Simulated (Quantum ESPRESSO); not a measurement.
# CsCaBr3 (Pm-3m): zone-centre phonons, part 3 of 3

Aim: the zone-centre modes of CsCaBr3 (Pm-3m).

Quantum ESPRESSO 7.5; DFT LDA, scalar-relativistic, plane waves, PseudoDojo norm-conserving pseudopotentials.

So far. Step 5 (Linear response at Γ): The acoustic modes at Γ come out as far as 1.8 cm⁻¹ from zero, where they should vanish, a small numerical error; the Born charges miss their sum rule by 0.021 e, which is fair. The relaxed cell has a = 5.526 Å (conventional setting).

## (6) Modes with the sum rule (continued)

Unit eigenvectors of the mass-weighted matrix after the sum rule; no LO-TO term. Modes at Γ, with each element's share of the kinetic energy:

```csv
mode,frequency (cm⁻¹),Cs %,Ca %,Br %
1,0.0,32,10,58
2,0.0,32,10,58
3,0.0,32,10,58
4,33.6,66,2,32
5,33.6,66,2,32
6,33.6,66,2,32
7,36.0,0,0,100
8,36.0,0,0,100
9,36.0,0,0,100
10,66.8,2,28,71
11,66.8,2,28,71
12,66.8,2,28,71
13,232.2,0,61,39
14,232.2,0,61,39
15,232.2,0,61,39
```

Displacements in mode 5 (33.6 cm⁻¹), the largest set to 1:
```
Cs1  1.00 -0.22  0.00
Ca2 -0.28  0.06  0.00
Br3 -0.59  0.08  0.00
Br4 -0.34  0.13  0.00
Br5 -0.59  0.13  0.00
```

Displacements in mode 7 (36.0 cm⁻¹), the largest set to 1:
```
Cs1  0.00  0.00  0.00
Ca2  0.00  0.00  0.00
Br3  0.74  0.00  1.00
Br4  0.00  0.04 -1.00
Br5 -0.74 -0.04  0.00
```

Degenerate modes summed, no LO-TO term. Lines of the infrared spectrum (strongest = 100):

```csv
position (cm⁻¹),lines merged,"IR intensity, relative"
34,3,15
36,3,0.0
67,3,9.1
232,3,100
```

Static dielectric tensor (ions relaxed, fixed cell):

```
12.94  0.00  0.00
 0.00 12.94  0.00
 0.00  0.00 12.94
```

The rule moves no optical mode by more than 0.1 cm⁻¹.

## (7) Sum rules set otherwise: a sum rule for molecules or wires on a crystal

This rule also removes rotations, which suits molecules and not a crystal; it is tried to see the harm.

dynmat.in

```
 &input
    fildyn='g.dyn',
    asr='zero-dim',
    fileig='dynmat.eig',
    lperm=.true.,
 /
```

Launch:

```bash
dynmat.x -in dynmat.in > dynmat.out
```

The program printed:

```text
[banner, memory and clock lines left out]
Program DYNMAT v.7.5

     Reading Dynamical Matrix from file g.dyn
     ...Force constants read
     ...epsilon and Z* read
     Acoustic Sum Rule: || Z*(ASR) - Z*(orig)|| =    7.043433E-01
     Acoustic Sum Rule: ||dyn(ASR) - dyn(orig)||=    3.736560E-02
     A direction for q was not specified:TO-LO splitting will be absent

     Polarizability (A^3 units)
     multiply by 0.563933 for Clausius-Mossotti correction
        31.145620    0.000000    0.000000
         0.000000   31.145620    0.000000
         0.000000    0.000000   31.145620

     IR activities are in (D/A)^2/amu units

# mode   [cm-1]    [THz]      IR
    1     -0.00   -0.0000    0.0000
    2     -0.00   -0.0000    0.0000
    3     -0.00   -0.0000    0.0000
    4      0.00    0.0000    0.0000
    5      0.00    0.0000    0.0000
    6      0.00    0.0000    0.0000
    7     33.65    1.0088    0.6645
    8     35.39    1.0610    0.3155
    9     35.39    1.0610    0.3155
   10     52.66    1.5787    0.8317
   11     52.66    1.5787    0.8317
   12     66.89    2.0052    0.4050
   13    232.22    6.9617    4.4502
   14    234.11    7.0183    4.7066
   15    234.11    7.0183    4.7066

Electronic dielectric permittivity tensor (relative, adimensional)
         3.319784    0.000000    0.000000
         0.000000    3.319784    0.000000
         0.000000    0.000000    3.319784

 ... with zone-center polar mode contributions
        11.896364    0.515310    0.515310
         0.515310   11.896364    0.515310
         0.515310    0.515310   11.896364

[end of the log left out, with the tail of the file of modes that dynmat.x writes under the same name]
```

Wall time 0.71 s (1 thread of Intel Xeon at 2.70GHz, shared host).

The run ended normally, but on settings that are not sound.

The fault: a sum rule for molecules or wires on a crystal; 3 optical modes are projected out to zero frequency, as if they were rotations, and the static dielectric tensor is spoilt.

For a crystal the rule has to be 'simple' or 'crystal'.

Zone-centre frequencies as printed; negative means imaginary. Modes:

```csv
mode,frequency (cm⁻¹)
1,0
2,0
3,0
4,0
5,0
6,0
7,33.65
8,35.39
9,35.39
10,52.66
11,52.66
12,66.89
13,232.2
14,234.1
15,234.1
```

## (8) Modes along a direction of q (1 0 0)

A longitudinal polar mode sets up a macroscopic field that stiffens it; the term hangs on the direction from which q goes to zero.

dynmat.in

```
 &input
    fildyn='g.dyn',
    asr='simple',
    fileig='dynmat.eig',
    q(1)=1.0,
    q(2)=0.0,
    q(3)=0.0,
 /
```

Launch:

```bash
dynmat.x -in dynmat.in > dynmat.out
```

The program printed:

```text
[banner, memory and clock lines left out]
Program DYNMAT v.7.5

     Reading Dynamical Matrix from file g.dyn
     ...Force constants read
     ...epsilon and Z* read

     Polarizability (A^3 units)
     multiply by 0.563933 for Clausius-Mossotti correction
        31.145620    0.000000    0.000000
         0.000000   31.145620    0.000000
         0.000000    0.000000   31.145620

     IR activities are in (D/A)^2/amu units

# mode   [cm-1]    [THz]      IR
    1     -0.00   -0.0000    0.0000
    2      0.00    0.0000    0.0000
    3      0.00    0.0000    0.0000
    4     33.62    1.0079    0.6643
    5     33.62    1.0079    0.6643
    6     36.05    1.0806    0.0000
    7     36.05    1.0806    0.0000
    8     36.05    1.0806    0.0000
    9     48.56    1.4558    0.1293
   10     66.85    2.0040    0.4055
   11     66.85    2.0040    0.4055
   12     79.11    2.3718    0.4487
   13    232.20    6.9610    4.4500
   14    232.20    6.9610    4.4500
   15    268.17    8.0395    4.9417

[end of the log left out, with the tail of the file of modes that dynmat.x writes under the same name]
```

The job ended after 0.77 s (1 thread).

Numbers from this step:

| Item | Value |
| --- | --- |
| highest mode moved by the LO-TO term | 268.2 cm⁻¹ |

Zone-centre frequencies as printed; negative means imaginary. Modes:

```csv
mode,frequency (cm⁻¹)
1,0
2,0
3,0
4,33.62
5,33.62
6,36.05
7,36.05
8,36.05
9,48.56
10,66.85
11,66.85
12,79.11
13,232.2
14,232.2
15,268.2
```

The field moves 3 modes; the highest of them now lies at 268 cm⁻¹, where the highest that moved away lay at 232.

## (9) Results

```yaml
space_group_after_relaxation: Pm-3m
volume_per_atom: 33.7 Å³
gap_on_the_k_mesh: 4.36 eV
highest_optical_zone_centre_mode_no_lo_to_term: 232.2 cm⁻¹
lowest_optical_zone_centre_mode: 33.6 cm⁻¹
highest_mode_moved_by_the_lo_to_term: 268.2 cm⁻¹
mean_high_frequency_dielectric_constant: 3.32
largest_born_charge_in_size_third_of_the_trace: 2.47 e
mean_static_dielectric_constant: 12.9
imaginary_optical_modes_at_the_zone_centre_no_q_mesh_in_this_session: none
```

**Reading.** At the LDA level the optical modes of CsCaBr3 (Pm-3m) at the zone centre (no LO-TO term) run from 34 to 232 cm⁻¹. Along the directions run, the highest mode that the macroscopic field moves lies at 268 cm⁻¹. Lattice motion raises the mean dielectric constant from 3.320 to 12.94. Of the 12 optical modes, 9 are infrared active alone and 3 are silent. These are harmonic frequencies at zero temperature: anharmonic shifts and linewidths and thermal expansion are left out. Spin-orbit coupling is left out, which can matter for the heavy elements here. The structure comes from a database and need not be the phase that is stable at ambient conditions.

[Host names and launcher messages were left out of these logs when they were recorded.]

[Logs are printed without paths, hosts, clocks, repeated set-up lines and the standing remarks that a program may print on its own settings, such as how far it seeks lower states.]

[Hosts, paths, dates, database ids (printed as entryN), source tags and the programs' standing remarks are cut or masked in the printed files.]
